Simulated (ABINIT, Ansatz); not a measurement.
An input for ABINIT 10.8.3 (LiGeN (P6_3mc)):

```
acell 3*1.0 Angstrom
rprim 
  3.012408535488 -0.000000000022 0.000000000000
  -1.506204267725 2.608822318321 0.000000000000
  0.000000000000 0.000000000000 9.419459000000
ntypat 3
znucl 3 32 7
natom 6
typat 1 1 2 2 3 3
xred 
  0.666666666667 0.333333333333 0.743392000000
  0.333333333333 0.666666666667 0.243392000000
  -0.000000000000 -0.000000000000 0.498023000000
  -0.000000000000 -0.000000000000 0.998023000000
  0.333333333333 0.666666666667 0.603223000000
  0.666666666667 0.333333333333 0.103223000000
pp_dirpath "pseudos"
pseudos "Li.upf, Ge.upf, N.upf"
ecut 36
ngkpt 6 6 2
nshiftk 1
shiftk 0 0 0
kptopt 1
chksymbreak 0
iscf -2
irdden 1
istwfk *1
nband 77
nbdbuf 6
tolwfr 1e-09
nstep 60
prtvol 0
indata_prefix "in"
outdata_prefix "out"
tmpdata_prefix "tmp"
```

```sh
OMP_NUM_THREADS=1 mpirun -n 4 abinit run.abi > log
```

**Question.** Estimate wall time and host memory on 4 MPI ranks of Arm Neoverse V2, shared host.

It took 33 s; on shared hardware allow 17 s to 66 s. Peak host memory was 0.4 GiB.

[Paths, hosts, dates, memory and timing lines, banners, echoed tables and standing remarks are left out of the program output.]

[Logs are printed without paths, hosts, clocks, repeated set-up lines and the standing remarks that a program may print on its own settings, such as how far it seeks lower states.]

[Runs of the session that timed out or met a known fault of the program may be left out.]

[Hosts, paths, dates, database ids (printed as entryN), source tags and the programs' standing remarks are cut or masked in the printed files.]

[G0W0 gaps are taken among the corrected bands and points alone; a level outside them can change the order at an edge.]

[Where Ansatz stands beside ABINIT at settings called matched, ABINIT's density can come from a denser mesh and the files from another edition; pairs whose starting gaps differed by over 0.03 eV were left out, so agreement reads better than it is.]
